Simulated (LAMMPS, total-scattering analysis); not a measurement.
## Ni: density against pressure

Simulated by classical molecular dynamics (LAMMPS) with the EAM universal-3 functions (Foiles, Baskes and Daw, Phys. Rev. B 33, 7983 (1986)); about 600 atoms, sampled at 2120 K, each a liquid, cooled at 100 K/ps. These functions were fitted to pure metals and dilute alloys; melting points and liquid structure are extrapolations.

| pressure (GPa) | density (g/cm³) |
| --- | --- |
| 0 | 7.284 |
| 3 | 7.593 |
| 10 | ? |
| 40 | 9.639 |

**Task.** Fit a straight line to the known rows, say what its slope means, and predict the withheld row.

The means are x̄ = 14.333 and ȳ = 8.1720. Σ(x − x̄)(y − ȳ) = 56.943 and Σ(x − x̄)² = 992.67, so the slope is 0.05736 and the intercept 7.3498. The residuals are -0.066, +0.071, -0.005.

The fitted line rises by 2.295 g/cm³ over the range; the table's ends differ by 2.355.

At 10 GPa the line gives 7.923; the run gave 8.147, a miss of -0.224, 10 % of the range covered. With all rows in view, the slope between neighbours runs 0.103, 0.0791, 0.0497: it shrinks steadily, so the relation is curved and a line is only a first account.
